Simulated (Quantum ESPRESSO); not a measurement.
# KMgF3 (Pm-3m): modes at Γ and the response to a field

Which modes does KMgF3 (Pm-3m) have at the zone centre?

Main program and level: Quantum ESPRESSO 7.5; DFT LDA, scalar-relativistic, plane waves, PseudoDojo norm-conserving pseudopotentials.

### Step 1. Starting point

Symmetry: Pm-3m, No. 221, cubic system. Conventional cell: a = 3.986 Å, b = 3.986 Å, c = 3.986 Å, α = 90.00°, β = 90.00°, γ = 90.00°. Nearest to K lie 12 F at 2.82 Å. Nearest to Mg lie 6 F at 1.99 Å. Nearest to F lie 2 Mg at 1.99 Å and 4 K at 2.82 Å. Farther neighbours and most contacts between anions are not listed.

Coordinates:

```
CELL_PARAMETERS angstrom
3.98590 0.00000 0.00000
0.00000 3.98590 0.00000
0.00000 0.00000 3.98590
ATOMIC_POSITIONS crystal
K 0.50000 0.50000 0.50000
Mg 0.00000 0.00000 0.00000
F 0.50000 0.00000 0.00000
F 0.00000 0.50000 0.00000
F 0.00000 0.00000 0.50000
```

### Step 2. A first look

Before anything dear is run, a loose run with smearing shows whether this is a metal and how far the cell is from rest.

probe.in

```
 &control
    calculation='scf',
    prefix='x',
    outdir='./tmp',
    pseudo_dir='./pseudo',
    tprnfor=.true.,
    tstress=.true.,
    verbosity='high',
 /
 &system
    ibrav=1,
    celldm(1)=7.53225936,
    nat=5,
    ntyp=3,
    ecutwfc=92.0,
    occupations='smearing',
    smearing='gaussian',
    degauss=0.01,
 /
 &electrons
    conv_thr=1.0d-07,
    mixing_beta=0.7,
    electron_maxstep=100,
 /
ATOMIC_SPECIES
 K      39.0983  K.upf
 Mg     24.3050  Mg.upf
 F      18.9984  F.upf
ATOMIC_POSITIONS crystal
 K      0.500000000   0.500000000   0.500000000
 Mg     0.000000000   0.000000000   0.000000000
 F      0.500000000   0.000000000   0.000000000
 F      0.000000000   0.500000000   0.000000000
 F      0.000000000   0.000000000   0.500000000
K_POINTS automatic
 4 4 4 0 0 0
```

On the command line:

```bash
OMP_NUM_THREADS=1 mpirun -n 4 pw.x -nk 4 -in probe.in > probe.out
```

The log of the run:

```text
[banners, grids, parts of the stress and lines that vanish by symmetry left out]
Program PWSCF v.7.5
     bravais-lattice index     =            1
     lattice parameter (alat)  =       7.5323  a.u.
[...]
kinetic-energy cutoff     =      92.0000  Ry
     charge density cutoff     =     368.0000  Ry
     scf convergence threshold =      1.0E-07
[...]
Exchange-correlation= SLA  PW   NOGX NOGC
                           (   1   4   0   0   0   0   0)
[...]
48 Sym. Ops., with inversion, found
[...]
(     0          1          0      )
                  (     0          0          1      )
[...]
(  0.0000000  1.0000000  0.0000000 )
                  (  0.0000000  0.0000000  1.0000000 )
[...]
(     0         -1          0      )
                  (     0          0          1      )
[...]
( -1.0000000  0.0000000  0.0000000 )
                  (  0.0000000  1.0000000  0.0000000 )
[...]
number of k points=    10  Gaussian smearing, width (Ry)=  0.0100
[...]
End of self-consistent calculation
[...]
the Fermi energy is     6.6483 ev
!    total energy              =    -326.58644103 Ry
[...]
convergence has been achieved in   7 iterations
[...]
atom    1 type  1   force =     0.00000000    0.00000000    0.00000000
     atom    2 type  2   force =     0.00000000    0.00000000    0.00000000
     atom    3 type  3   force =     0.00000000    0.00000000    0.00000000
     atom    4 type  3   force =     0.00000000    0.00000000    0.00000000
     atom    5 type  3   force =     0.00000000    0.00000000    0.00000000
[...]
Total force =     0.000000     Total SCF correction =     0.000000
[...]
total   stress  (Ry/bohr**3)                   (kbar)     P=      -45.60
[...]
XML data file, charge density, pseudopotentials, collected wavefunctions

   JOB DONE.
```

Elapsed: 9.7 s, on 4 MPI ranks of Intel Xeon at 2.70GHz, shared host.

This step gave:

```
volume per atom   : 12.67 Å³
pressure          : -4.560 GPa
gap on the k-mesh : 6.998 eV
```

A gap of 7.0 eV opens on this mesh, so the crystal is taken as an insulator; the start stands at -4.6 GPa.

### Step 3. Relaxing the cell and atoms

The relaxation runs at a cutoff a fifth above that of the response, since stress converges more slowly with the basis than frequencies do. Forces and stress are brought to rest with tight thresholds.

relax.in

```
 &control
    calculation='vc-relax',
    prefix='x',
    outdir='./tmp',
    pseudo_dir='./pseudo',
    tprnfor=.true.,
    tstress=.true.,
    forc_conv_thr=2.0d-05,
    etot_conv_thr=1.0d-07,
    nstep=40,
 /
 &system
    ibrav=1,
    celldm(1)=7.53225936,
    nat=5,
    ntyp=3,
    ecutwfc=110,
    occupations='fixed',
    nbnd=22,
 /
 &electrons
    conv_thr=1.0d-11,
    mixing_beta=0.7,
    electron_maxstep=100,
 /
 &ions
 /
 &cell
    press_conv_thr=0.2,
 /
ATOMIC_SPECIES
 K      39.0983  K.upf
 Mg     24.3050  Mg.upf
 F      18.9984  F.upf
ATOMIC_POSITIONS crystal
 K      0.500000000   0.500000000   0.500000000
 Mg     0.000000000   0.000000000   0.000000000
 F      0.500000000   0.000000000   0.000000000
 F      0.000000000   0.500000000   0.000000000
 F      0.000000000   0.000000000   0.500000000
K_POINTS automatic
 6 6 6 0 0 0
```

On the command line:

```bash
OMP_NUM_THREADS=1 mpirun -n 4 pw.x -nk 4 -in relax.in > relax.out
```

The log of the run:

```text
[banners, grids, parts of the stress and lines that vanish by symmetry left out]
[banner, memory and clock lines left out]
Program PWSCF v.7.5

[...]
kinetic-energy cutoff     =     110.0000  Ry
     charge density cutoff     =     440.0000  Ry
     scf convergence threshold =      1.0E-11
[...]
energy convergence thresh.=      1.0E-07
     force convergence thresh. =      2.0E-05
     press convergence thresh. =      2.0E-01
     Exchange-correlation= SLA  PW   NOGX NOGC
                           (   1   4   0   0   0   0   0)
[...]
48 Sym. Ops., with inversion, found
[...]
number of k points=    20
[...]
End of self-consistent calculation
[...]
highest occupied, lowest unoccupied level (ev):     2.4613    9.4593
!    total energy              =    -326.58652455 Ry
[...]
convergence has been achieved in  11 iterations
[...]
atom    1 type  1   force =     0.00000000    0.00000000    0.00000000
     atom    2 type  2   force =     0.00000000    0.00000000    0.00000000
     atom    3 type  3   force =     0.00000000    0.00000000    0.00000000
     atom    4 type  3   force =     0.00000000    0.00000000    0.00000000
     atom    5 type  3   force =     0.00000000    0.00000000    0.00000000
     Total force =     0.000000     Total SCF correction =     0.000000
[...]
total   stress  (Ry/bohr**3)                   (kbar)     P=      -45.19
[...]
number of bfgs steps    =   0
[...]
CELL_PARAMETERS (alat=  7.53225936)
[...]
ATOMIC_POSITIONS (crystal)
K                0.5000000000        0.5000000000        0.5000000000
Mg               0.0000000000        0.0000000000        0.0000000000
F                0.5000000000        0.0000000000        0.0000000000
F                0.0000000000        0.5000000000        0.0000000000
[...]
New effective cutoffs (rho, wfc):  446.60  111.69
[...]
End of self-consistent calculation
[...]
highest occupied, lowest unoccupied level (ev):     2.6842    9.8600
!    total energy              =    -326.58900932 Ry
[...]
convergence has been achieved in   7 iterations
[...]
atom    1 type  1   force =     0.00000000    0.00000000    0.00000000
     atom    2 type  2   force =     0.00000000    0.00000000    0.00000000
     atom    3 type  3   force =     0.00000000    0.00000000    0.00000000
     atom    4 type  3   force =     0.00000000    0.00000000    0.00000000
     atom    5 type  3   force =     0.00000000    0.00000000    0.00000000
     Total force =     0.000000     Total SCF correction =     0.000000
[...]
total   stress  (Ry/bohr**3)                   (kbar)     P=      -29.27
[...]
number of bfgs steps    =   1
[...]
CELL_PARAMETERS (alat=  7.53225936)
[...]
ATOMIC_POSITIONS (crystal)
[...]
New effective cutoffs (rho, wfc):  457.16  114.33
[...]
End of self-consistent calculation
[...]
highest occupied, lowest unoccupied level (ev):     3.0337   10.4891
!    total energy              =    -326.59056185 Ry
[...]
convergence has been achieved in   9 iterations
[...]
atom    1 type  1   force =     0.00000000    0.00000000    0.00000000
     atom    2 type  2   force =     0.00000000    0.00000000    0.00000000
     atom    3 type  3   force =     0.00000000    0.00000000    0.00000000
     atom    4 type  3   force =     0.00000000    0.00000000    0.00000000
[...]
Total force =     0.000000     Total SCF correction =     0.000000
[...]
total   stress  (Ry/bohr**3)                   (kbar)     P=       -1.59
[...]
number of bfgs steps    =   2
[...]
CELL_PARAMETERS (alat=  7.53225936)
[...]
ATOMIC_POSITIONS (crystal)
[...]
New effective cutoffs (rho, wfc):  457.76  114.48
[...]
End of self-consistent calculation
[...]
highest occupied, lowest unoccupied level (ev):     3.0539   10.5255
!    total energy              =    -326.59056589 Ry
[...]
convergence has been achieved in   7 iterations
[...]
Total force =     0.000000     Total SCF correction =     0.000000
[...]
total   stress  (Ry/bohr**3)                   (kbar)     P=        0.11
[...]
number of bfgs steps    =   3
[...]
CELL_PARAMETERS (alat=  7.53225936)
[...]
ATOMIC_POSITIONS (crystal)
[...]
New effective cutoffs (rho, wfc):  457.72  114.47
[...]
End of self-consistent calculation
[...]
highest occupied, lowest unoccupied level (ev):     3.0526   10.5232
!    total energy              =    -326.59056591 Ry
[...]
convergence has been achieved in   5 iterations
[...]
atom    3 type  3   force =     0.00000000    0.00000000    0.00000000
     atom    4 type  3   force =     0.00000000    0.00000000    0.00000000
     atom    5 type  3   force =     0.00000000    0.00000000    0.00000000
     Total force =     0.000000     Total SCF correction =     0.000000
[...]
total   stress  (Ry/bohr**3)                   (kbar)     P=       -0.00
[...]
bfgs converged in   5 scf cycles and   4 bfgs steps
[...]
End of BFGS Geometry Optimization
     Final enthalpy           =    -326.5905659121 Ry
     File ./tmp/x.bfgs deleted, as requested
[...]
CELL_PARAMETERS (alat=  7.53225936)
[...]
ATOMIC_POSITIONS (crystal)
[...]
F                0.0000000000        0.5000000000        0.0000000000
F                0.0000000000        0.0000000000        0.5000000000
[...]
Final scf calculation at the relaxed structure.
[...]
kinetic-energy cutoff     =     110.0000  Ry
     charge density cutoff     =     440.0000  Ry
     scf convergence threshold =      1.0E-13
[...]
press convergence thresh. =      2.0E-01
     Exchange-correlation= SLA  PW   NOGX NOGC
                           (   1   4   0   0   0   0   0)
[...]
48 Sym. Ops., with inversion, found
[...]
number of k points=    20
[...]
c_bands:  1 eigenvalues not converged
[...]
End of self-consistent calculation
[...]
highest occupied, lowest unoccupied level (ev):     3.0526   10.5232
!    total energy              =    -326.59056195 Ry
[...]
convergence has been achieved in  12 iterations
[...]
atom    1 type  1   force =     0.00000000    0.00000000    0.00000000
     atom    2 type  2   force =     0.00000000    0.00000000    0.00000000
     atom    3 type  3   force =     0.00000000    0.00000000    0.00000000
     atom    4 type  3   force =     0.00000000    0.00000000    0.00000000
     atom    5 type  3   force =     0.00000000    0.00000000    0.00000000
     Total force =     0.000000     Total SCF correction =     0.000000
[...]
total   stress  (Ry/bohr**3)                   (kbar)     P=        0.02
[...]
XML data file, charge density, pseudopotentials, collected wavefunctions
```

Elapsed: 90 s, on 4 MPI ranks.

Step by step:

```tsv
step	energy less that of the first step (eV)	largest force (eV/Å)	pressure (GPa)	volume (Å³)
1	0.0000	0.0000	-4.52	63.33
2	-0.0338	0.0000	-2.93	61.88
3	-0.0549	0.0000	-0.16	59.75
4	-0.0550	0.0000	0.01	59.63
5	-0.0550	0.0000	0.00	59.64
6	-0.0549	0.0000	0.00	59.64
```

```tsv
conventional cell, symmetrised	before	after	change
a (Å)	3.986	3.907	-2.0 %
b (Å)	3.986	3.907	-2.0 %
c (Å)	3.986	3.907	-2.0 %
volume (Å³/atom)	12.67	11.93	-5.8 %
```

The relaxed structure:

```
CELL_PARAMETERS angstrom
3.90695 0.00000 0.00000
0.00000 3.90695 0.00000
0.00000 0.00000 3.90695
ATOMIC_POSITIONS crystal
K 0.50000 0.50000 0.50000
Mg 0.00000 0.00000 0.00000
F 0.50000 0.00000 0.00000
F 0.00000 0.50000 0.00000
F 0.00000 0.00000 0.50000
```

The last row of the table of steps is pw.x's closing run on a basis chosen anew for the final cell, so its energy can jump.

Numbers from this step:

```
volume per atom   : 11.93 Å³
pressure          : 0.002 GPa
gap on the k-mesh : 7.471 eV
```

The volume changes by -5.8 % from the cell with which this run began.

### Step 4. Self-consistent run for the response

The response is built on this ground state, so it is converged far tighter than an energy would need. With a gap, occupations are fixed, which also allows the response to an electric field.

scf.in

```
 &control
    calculation='scf',
    prefix='x',
    outdir='./tmp',
    pseudo_dir='./pseudo',
    tprnfor=.true.,
    tstress=.true.,
 /
 &system
    ibrav=1,
    celldm(1)=7.38305913,
    nat=5,
    ntyp=3,
    ecutwfc=92.0,
    occupations='fixed',
    nbnd=22,
 /
 &electrons
    conv_thr=1.0d-12,
    mixing_beta=0.7,
    electron_maxstep=100,
 /
ATOMIC_SPECIES
 K      39.0983  K.upf
 Mg     24.3050  Mg.upf
 F      18.9984  F.upf
ATOMIC_POSITIONS crystal
 K      0.500000000   0.500000000   0.500000000
 Mg     0.000000000   0.000000000   0.000000000
 F      0.500000000   0.000000000   0.000000000
 F      0.000000000   0.500000000   0.000000000
 F      0.000000000   0.000000000   0.500000000
K_POINTS automatic
 8 8 8 0 0 0
```

On the command line:

```bash
OMP_NUM_THREADS=1 mpirun -n 4 pw.x -nk 4 -in scf.in > scf.out
```

The log of the run:

```text
[banners, grids, parts of the stress and lines that vanish by symmetry left out]
[banner, memory and clock lines left out]
Program PWSCF v.7.5

[...]
kinetic-energy cutoff     =      92.0000  Ry
     charge density cutoff     =     368.0000  Ry
     scf convergence threshold =      1.0E-12
[...]
Exchange-correlation= SLA  PW   NOGX NOGC
                           (   1   4   0   0   0   0   0)
[...]
48 Sym. Ops., with inversion, found
[...]
number of k points=    35
[...]
End of self-consistent calculation
[...]
highest occupied, lowest unoccupied level (ev):     3.0526   10.5232
!    total energy              =    -326.59047992 Ry
[...]
convergence has been achieved in  12 iterations
[...]
atom    1 type  1   force =     0.00000000    0.00000000    0.00000000
     atom    2 type  2   force =     0.00000000    0.00000000    0.00000000
     atom    3 type  3   force =     0.00000000    0.00000000    0.00000000
     atom    4 type  3   force =     0.00000000    0.00000000    0.00000000
     atom    5 type  3   force =     0.00000000    0.00000000    0.00000000
     Total force =     0.000000     Total SCF correction =     0.000000
[...]
total   stress  (Ry/bohr**3)                   (kbar)     P=       -0.11
[...]
XML data file, charge density, pseudopotentials, collected wavefunctions
```

Run time: 24 s. Hardware: 4 MPI ranks; 96 s of CPU time.

This step gave:

| Quantity | Value |
| --- | --- |
| pressure | -0.01100 GPa |

The cell stands at -0.011 GPa, close enough for phonons.

(Continued in part 2 of 3.)

[Host names and launcher messages were left out of these logs when they were recorded.]

[Logs are printed without paths, hosts, clocks, repeated set-up lines and the standing remarks that a program may print on its own settings, such as how far it seeks lower states.]

[Hosts, paths, dates, database ids (printed as entryN), source tags and the programs' standing remarks are cut or masked in the printed files.]
